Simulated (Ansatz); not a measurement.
# Work function of Al(111) against the slab's thickness (PBEsol, PAW set soft_1)

How thick must a slab of Al(111) be for a steady work function?

All values are computed: Ansatz 0.2.0, PBEsol, plane waves, PAW set soft_1, scalar-relativistic unless marked; slabs or sheets with vacuum, the vacuum level from the planar mean of the electrostatic potential. 1×1 cells on a fixed bulk lattice, outer layers relaxed.

| layers | thickness (Å) | work function (eV) |
| --- | --- | --- |
| 4 | 7 | 4.09 |
| 5 | 9.3 | 4.17 |
| 6 | 11.6 | 4.14 |
| 7 | 13.9 | 4.09 |
| 8 | ? | ? |
| 10 | 20.8 | 4.09 |

**Fit.** The shown values lie within 0.05 eV of their mean, 4.12 eV, with no steady drift. The mean serves as the estimate. Confinement across the slab splits the bands into subbands, and the work function moves a little each time one crosses the Fermi level.

**The withheld row.** The prediction is the mean = 4.12 eV. The run gave thickness 16.2 Å, work function 4.14 eV. The miss in work function is +0.02 eV, within the scatter of the fitted rows.

The k-mesh adds scatter of its own.
